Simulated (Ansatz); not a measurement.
# NaSnF3 (model cell, started as cubic perovskite with Sn in the octahedra): following an unstable mode

Wanted: the energy along a soft mode of NaSnF3 (model cell, started as cubic perovskite with Sn in the octahedra) and the structure at the end.

Calculated with Ansatz 0.2.0; DFT LDA, scalar-relativistic, plane waves, PAW; PAW set soft_1.

Report form: the programs' logs are mostly left out.

The structure was built from a prototype and need not be the compound's stable phase.

**1. The structure**

It takes space group Pm-3m (No. 221, cubic). Conventional cell: a = 4.550 Å, b = 4.550 Å, c = 4.550 Å, α = 90.00°, β = 90.00°, γ = 90.00°. Na has 12 F at 3.22 Å nearest. Nearest to Sn lie 6 F at 2.27 Å. F has 2 Sn at 2.27 Å nearest. Farther neighbours and most contacts between anions are not listed.

Coordinates:

```cif
data_structure
_symmetry_space_group_name_H-M 'Pm-3m'
_symmetry_Int_Tables_number 221
_cell_length_a 4.5499
_cell_length_b 4.5499
_cell_length_c 4.5499
_cell_angle_alpha 90.000
_cell_angle_beta 90.000
_cell_angle_gamma 90.000
_cell_volume 94.19
loop_
_atom_site_label
_atom_site_type_symbol
_atom_site_symmetry_multiplicity
_atom_site_Wyckoff_symbol
_atom_site_fract_x
_atom_site_fract_y
_atom_site_fract_z
_atom_site_occupancy
Na1 Na 1 a 0.00000 0.00000 0.00000 1
Sn1 Sn 1 b 0.50000 0.50000 0.50000 1
F1 F 3 c 0.50000 0.50000 0.00000 1
```

**2. Phonons on a q mesh**

The cell comes from relaxations at this level that are not shown. Stability and thermal properties need the whole zone. Linear response on a 2×2×2 q mesh gives force constants as far as a supercell of that size would, and the tensors from the zone-centre run are typed in so that the long-range dipole term is interpolated apart.

The input, input.yaml:

```yaml
crystal:
  lattice:
    - [4.549909941, 0.0, 0.0]
    - [0.0, 4.549909941, 0.0]
    - [0.0, 0.0, 4.549909941]
  atoms:
    - { symbol: Na, position: [0.0, 0.0, 0.0] }
    - { symbol: Sn, position: [0.5, 0.5, 0.5] }
    - { symbol: F, position: [0.5, 0.5, 0.0] }
    - { symbol: F, position: [0.5, 0.0, 0.5] }
    - { symbol: F, position: [0.0, 0.5, 0.5] }
kpoints:
  mp_grid: { grid: [12, 12, 12] }
hamiltonian:
  xc: lda
  pseudopotentials: { kind: paw, azcp: { folder: soft_1 }, xc_functional: pbe }
scf:
  occupations: { method: fixed }
output:
  eigenvalues: true
phonons:
  method: dfpt
  qmesh: [2, 2, 2]
  temperatures: { t_max: 1000, t_step: 50 }
  qpath:
    path:
      - [[0.0, 0.0, 0.0], [0.0, 0.5, 0.0], [0.5, 0.5, 0.0], [0.0, 0.0, 0.0], [0.5, 0.5, 0.5], [0.0, 0.5, 0.0]]
      - [[0.5, 0.5, 0.5], [0.5, 0.5, 0.0]]
    npoints: 10
  non_analytic_term:
    high_frequency_dielectric_tensor: [[4.0829, 0.0, 0.0], [0.0, 4.0829, 0.0], [0.0, 0.0, 4.0829]]
    born_effective_charges:
      - { species: Na, tensor: [[1.2732, 0.0, 0.0], [0.0, 1.2732, 0.0], [0.0, 0.0, 1.2732]] }
      - { species: Sn, tensor: [[3.4305, 0.0, 0.0], [0.0, 3.4305, 0.0], [0.0, 0.0, 3.4305]] }
      - { species: F, tensor: [[-0.2891, 0.0, 0.0], [0.0, -0.2891, 0.0], [0.0, 0.0, -4.1255]] }
      - { species: F, tensor: [[-0.2891, 0.0, 0.0], [0.0, -4.1255, 0.0], [0.0, 0.0, -0.2891]] }
      - { species: F, tensor: [[-4.1255, 0.0, 0.0], [0.0, -0.2891, 0.0], [0.0, 0.0, -0.2891]] }
    source: "zone-centre run at this cell"
```

Started as:

```bash
$ ansatz run input.yaml --threads 4 --pin off --max-ram 16384MiB --backend cpu --events-out ev --progress --plain --runs-dir out
```

Wall time 6.3 min (4 threads of Arm Neoverse V2, shared host); peak memory 2.1 GiB; 25 min of CPU time.

Numbers from this step:

```
gap on the k-mesh                                       : 0.4327 eV
volume per atom                                         : 18.84 Å³
sum-rule residual before enforcement                    : 4.54e-5 eV/Å²
lowest frequency on the path                            : -192.9 cm⁻¹
point group                                             : m-3m
highest frequency on the path or at a solved wavevector : 394.6 cm⁻¹
highest optical mode at the zone centre (no LO-TO term) : 155.8 cm⁻¹
lowest optical zone-centre mode                         : -192.8 cm⁻¹
lowest mode on the q mesh (acoustic modes at Γ apart)   : -192.8 cm⁻¹
```

Frequencies (cm⁻¹) solved at each irreducible wavevector; negative means imaginary. Frequencies by wavevector, by row:

```csv
q in reciprocal lattice units,star,mode 1,mode 2,mode 3,mode 4,mode 13,mode 14,mode 15
0 0 0,1,-192.8,-192.8,-192.8,-99.8,155.8,155.8,155.8
0 0 -0.5,3,-164.3,-164.3,-124.5,-124.5,134.2,190.4,394.6
0 -0.5 -0.5,3,-137.8,-137.8,-127.2,-115.3,190.6,336.3,391.3
-0.5 -0.5 -0.5,1,-132.6,-132.6,-132.6,-127.6,336.1,336.1,377.6
```

Interpolated from a 2×2×2 q mesh, with the LO-TO term (at Γ the limit along the path; where Γ stands inside the path, tables give the limit on arrival). The phonon branches at the labelled points (cm⁻¹):

```csv
point,branch 1,branch 2,branch 3,branch 4,branch 12,branch 13,branch 14,branch 15
Γ,-193,-193,-178,-100,80,156,156,375
halfway,-181,-181,-137,-109,136,148,148,385
X,-164,-164,-125,-125,134,134,190,395
halfway,-146,-135,-126,-114,143,190,250,387
M,-138,-138,-127,-115,191,191,336,391
halfway,-167,-149,-110,-110,140,148,222,366
Γ,-193,-193,-178,-100,80,156,156,375
halfway,-141,-141,-116,-106,144,226,226,350
R,-132,-132,-132,-128,167,336,336,378
halfway,-131,-127,-123,-121,186,230,260,378
X,-164,-164,-125,-125,134,134,190,395
jump to R,-132,-132,-132,-128,167,336,336,378
halfway,-134,-134,-127,-116,183,239,336,381
M,-138,-138,-127,-115,191,191,336,391
```

Symmetry leaves 4 wavevectors to solve. The lowest mode among them, the acoustic zeros apart, lies at Γ and is imaginary, 192.8i cm⁻¹, so the energy falls along it.

**3. The mode frozen in, largest atomic shift 0 Å**

The mode followed lies at q = (0, 0, -0.5) with frequency 164.3i cm⁻¹ and is 2-fold degenerate, one of the unstable modes though not the softest. At small amplitude the distorted cell has space group no. 63 by a symmetry search on the positions. The undistorted cell that holds it gives the zero of energy on the same k mesh.

System of this step: NaSnF3 (model cell, started as cubic perovskite with Sn in the octahedra). It takes space group Pm-3m (No. 221, cubic). Conventional cell: a = 4.550 Å, b = 4.550 Å, c = 4.550 Å, α = 90.00°, β = 90.00°, γ = 90.00°. Nearest to Na lie 12 F at 3.22 Å. Sn has 6 F at 2.27 Å nearest. F has 2 Sn at 2.27 Å nearest. F has 2 Sn at 2.27 Å nearest. Farther neighbours and most contacts between anions are not listed.

The input, input.yaml:

```yaml
crystal:
  lattice:
    - [4.549909941, 0.0, 0.0]
    - [0.0, 4.549909941, 0.0]
    - [0.0, 0.0, 9.099819882]
  atoms:
    - { symbol: Na, position: [0.0, 0.0, 0.0] }
    - { symbol: Na, position: [0.0, 0.0, 0.5] }
    - { symbol: Sn, position: [0.5, 0.5, 0.25] }
    - { symbol: Sn, position: [0.5, 0.5, 0.75] }
    - { symbol: F, position: [0.5, 0.5, 0.0] }
    - { symbol: F, position: [0.5, 0.5, 0.5] }
    - { symbol: F, position: [0.5, 0.0, 0.25] }
    - { symbol: F, position: [0.5, 0.0, 0.75] }
    - { symbol: F, position: [0.0, 0.5, 0.25] }
    - { symbol: F, position: [0.0, 0.5, 0.75] }
kpoints:
  mp_grid: { grid: [8, 8, 4] }
hamiltonian:
  xc: lda
  pseudopotentials: { kind: paw, azcp: { folder: soft_1 }, xc_functional: pbe }
scf:
  occupations: { method: gaussian, width: 0.02 }
output:
  forces: true
  stress: true
  eigenvalues: true
```

The job ended after 6.3 s (4 threads; peak memory 0.68 GiB; 24 s of CPU time).

This step gave:

```
pressure                         : -0.003114 GPa
gap on the k-mesh                : 0.4323 eV
energy from the undistorted cell : 0 meV/atom
```

At this level the gap is 0.43 eV on the k-mesh of the self-consistent run, which can miss the band edges.

**4. The mode frozen in, largest atomic shift 0.32 Å**

The atoms are moved along the unstable eigenvector, the largest shift by 0.32 Å, with the cell fixed.

input.yaml, the sections that differ from step 3:

```yaml
crystal:
  lattice:
    - [4.549909941, 0.0, 0.0]
    - [0.0, 4.549909941, 0.0]
    - [0.0, 0.0, 9.099819882]
  atoms:
    - { symbol: Na, position: [0.0, 0.0, 0.0] }
    - { symbol: Na, position: [0.0, 0.0, 0.5] }
    - { symbol: Sn, position: [0.502979395, 0.497020605, 0.25] }
    - { symbol: Sn, position: [0.497020605, 0.502979395, 0.75] }
    - { symbol: F, position: [0.5, 0.5, 0.0] }
    - { symbol: F, position: [0.5, 0.5, 0.5] }
    - { symbol: F, position: [0.4495763531, -0.0490297274, 0.25] }
    - { symbol: F, position: [0.5504236469, 0.0490297274, 0.75] }
    - { symbol: F, position: [0.0490297274, 0.5504236469, 0.25] }
    - { symbol: F, position: [-0.0490297274, 0.4495763531, 0.75] }
# kpoints, hamiltonian, scf, output: as in step 3
```

Run time: 8.4 s. Hardware: 4 threads; peak memory 0.78 GiB.

Numbers from this step:

* pressure: 0.4506 GPa
* gap on the k-mesh: 1.241 eV
* energy from the undistorted cell: -13.37 meV/atom

The energy, extrapolated to zero smearing, is -13.37 meV/atom against the undistorted cell.

The run ends at a pressure of 0.45 GPa, with forces up to 0.62 eV/Å.

**5. Energy along the mode, all amplitudes (two of the runs are shown above)**

An imaginary frequency means negative curvature, so the energy should fall and then rise again as anharmonic terms take over.

Numbers from this step:

* depth at the lowest point sampled: 13.37 meV/atom
* largest atomic shift at that point: 0.32 Å

Energy from the parent against largest atomic shift:

```csv
largest atomic shift (Å),energy from the parent (meV/atom)
0.000,0
0.040,-0.605
0.080,-2.33
0.140,-6.42
0.220,-12.3
0.320,-13.4
0.450,16.0
```

Displacement at unit largest shift by atom:

```csv
atom,x (Å),y (Å),z (Å),size
Na1,0.000,0.000,0.000,0.000
Na2,0.000,0.000,0.000,0.000
Sn3,0.042,-0.042,0.000,0.059
Sn4,-0.042,0.042,0.000,0.059
F5,0.000,0.000,0.000,0.000
F6,0.000,0.000,0.000,0.000
F7,-0.717,-0.697,0.000,1.000
F8,0.717,0.697,0.000,1.000
F9,0.697,0.717,0.000,1.000
F10,-0.697,-0.717,0.000,1.000
```

The lowest of the steps tried is at 0.32 Å, 13.4 meV/atom below the parent; the bottom of the well need not coincide with a step.

**6. Relaxation from the frozen mode**

Starting from the lowest point found, all atoms and the cell are let go, so that strain and other modes of the same symmetry can join in.

input.yaml, as its differences from that of step 4:

```diff
@@ -22,3 +22,3 @@
 scf:
-  occupations: { method: gaussian, width: 0.02 }
+  occupations: { method: fixed }
 output:
@@ -27 +27,6 @@
   eigenvalues: true
+relax:
+  adjacent_minimum: "off"
+  f_tol: 0.002
+  max_steps: 120
+  cell: { stress_tol: 0.03 }
```

Wall time 2.8 min (4 threads); peak memory 0.82 GiB.

The steps of the relaxation:

```csv
step,energy less that of the first step (eV),largest force component (eV/Å),pressure (GPa),volume (Å³)
1,0.0000,0.4404,0.45,188.38
2,-0.2729,0.2591,-0.67,187.30
3,-0.5817,0.1712,-1.19,181.96
4,-0.8891,0.1608,-1.14,174.45
5,-1.1268,0.2195,0.11,165.05
6,-1.2571,0.0973,-0.02,159.25
7,-1.3058,0.1417,1.05,156.07
8,-1.2851,0.1520,-1.27,160.58
9,-1.3107,0.0440,-0.12,157.98
10,-1.3121,0.0052,0.00,157.71
11,-1.3121,0.0011,0.00,157.72
12*,-1.3896,0.0016,0.59,157.72
13,-1.4060,0.1444,0.07,158.27
14,-1.4098,0.0269,0.06,159.55
15,-1.4088,0.0015,-0.01,160.19
16*,-1.4183,0.0013,0.10,160.19
17,-1.4178,0.0020,0.02,160.65
18,-1.4175,0.0021,-0.01,160.76
19,-1.4175,0.0014,0.01,160.74
20*,-1.4190,0.0014,0.01,160.74
21,-1.4189,0.0001,0.00,160.79
22*,-1.4191,0.0001,0.00,160.79
```

Relaxation steps marked * repeat the geometry before them on a plane-wave basis chosen anew for their cell, so energy and pressure can jump there. Relaxation step 8 was tried and not accepted.

The run keeps the 8 symmetry operations that it works with, so distortions that break them were not tested.

```csv
cell as run,before,after,change
a (Å),4.550,4.425,-2.8 %
b (Å),4.550,4.425,-2.8 %
c (Å),9.100,9.063,-0.4 %
γ (°),90.00,64.98,-27.8 %
volume (Å³/atom),18.84,16.08,-14.6 %
```

The atoms that moved most (Å, as changes of fractional coordinates times the final cell):

```csv
atom,dx,dy,dz,length
F7,-0.433,0.065,0.000,0.438
F10,0.065,-0.433,0.000,0.438
F9,-0.065,0.433,0.000,0.438
F8,0.433,-0.065,0.000,0.438
Sn3,0.097,-0.097,0.000,0.137
Sn4,-0.097,0.097,0.000,0.137
```

This step gave:

* pressure: 4.78e-4 GPa
* gap on the k-mesh: 2.697 eV
* volume per atom: 16.08 Å³

The distorted start has space group Cmcm; the relaxation ends in Cmcm.

**7. The new phase in its own primitive cell**

The relaxed structure is symmetrised, reduced to its primitive cell and relaxed tightly, as its phonons need.

The input, input.yaml:

```yaml
crystal:
  lattice:
    - [3.7321984937, -2.3767143423, 0.0]
    - [3.7321984937, 2.3767143423, 0.0]
    - [0.0, 0.0, 9.0633967063]
  atoms:
    - { symbol: Na, position: [0.0, 0.0, 0.0] }
    - { symbol: Na, position: [0.0, 0.0, 0.5] }
    - { symbol: Sn, position: [0.5317114263, 0.4682885737, 0.25] }
    - { symbol: Sn, position: [0.4682885737, 0.5317114263, 0.75] }
    - { symbol: F, position: [0.5, 0.5, 0.0] }
    - { symbol: F, position: [0.5, 0.5, 0.5] }
    - { symbol: F, position: [0.3404928467, 0.990324911, 0.25] }
    - { symbol: F, position: [0.6595071533, 0.009675089, 0.75] }
    - { symbol: F, position: [0.009675089, 0.6595071533, 0.25] }
    - { symbol: F, position: [0.990324911, 0.3404928467, 0.75] }
kpoints:
  mp_grid: { grid: [6, 6, 4] }
hamiltonian:
  xc: lda
  pseudopotentials: { kind: paw, azcp: { folder: soft_1 }, xc_functional: pbe }
scf:
  occupations: { method: fixed }
output:
  forces: true
  stress: true
  eigenvalues: true
relax:
  adjacent_minimum: "off"
  f_tol: 0.001
  max_steps: 60
  cell: { stress_tol: 0.01 }
```

It took 11 s on 4 threads; peak memory 0.61 GiB.

Little changed from the start: no atom moved by 0.005 Å and no cell edge by 0.1 %.

Numbers from this step:

| Item | Value |
| --- | --- |
| pressure | 5.79e-4 GPa |
| direct gap on mesh | 3.303 eV |

The largest force component left is 0.072 meV/Å and the pressure is 0.001 GPa, within the tolerances set. The cell now holds 16.08 Å³/atom.

**8. What came out**

| Item | Value |
| --- | --- |
| unstable mode of the parent | q = (0, 0, -0.5), 164i cm⁻¹ |
| depth at the lowest point sampled | 13.4 meV/atom |
| largest atomic shift at that point | 0.32 Å |
| space group reached (within 0.01 Å) | Cmcm |
| energy gained over the parent (first relaxation, on the mesh of the frozen mode) | 155 meV/atom |
| volume per atom, phase reached | 16.1 Å³ |
| gap on the k-mesh, phase reached | 2.70 eV |

Along this mode the structure falls into Cmcm, 155 meV/atom below the parent. At the parent's cell the well is 13.37 meV/atom deep on the steps tried, with its lowest point at a shift of 0.32 Å. Relaxing atoms and cell changes the gain by +141.91 meV/atom against the lowest step (energies at zero smearing). Most of the total comes from this relaxation. The modes of the phase reached were not computed on this path. Of the 6 patterns followed to their end from this parent, this one ends 29.5 meV/atom above the lowest, R3m. Each path keeps the symmetry of its pattern, so a lower phase may lie along a pattern not tried. Spin-orbit coupling is left out, which can matter for the heavy elements here. The PAW files were made for PBE and serve the other functionals too. The starting cell was built on a prototype and not taken from a measurement, so the phase need not exist.

[Logs are printed without paths, hosts, clocks, repeated set-up lines and the standing remarks that a program may print on its own settings, such as how far it seeks lower states.]

[Hosts, paths, dates, database ids (printed as entryN), source tags and the programs' standing remarks are cut or masked in the printed files.]
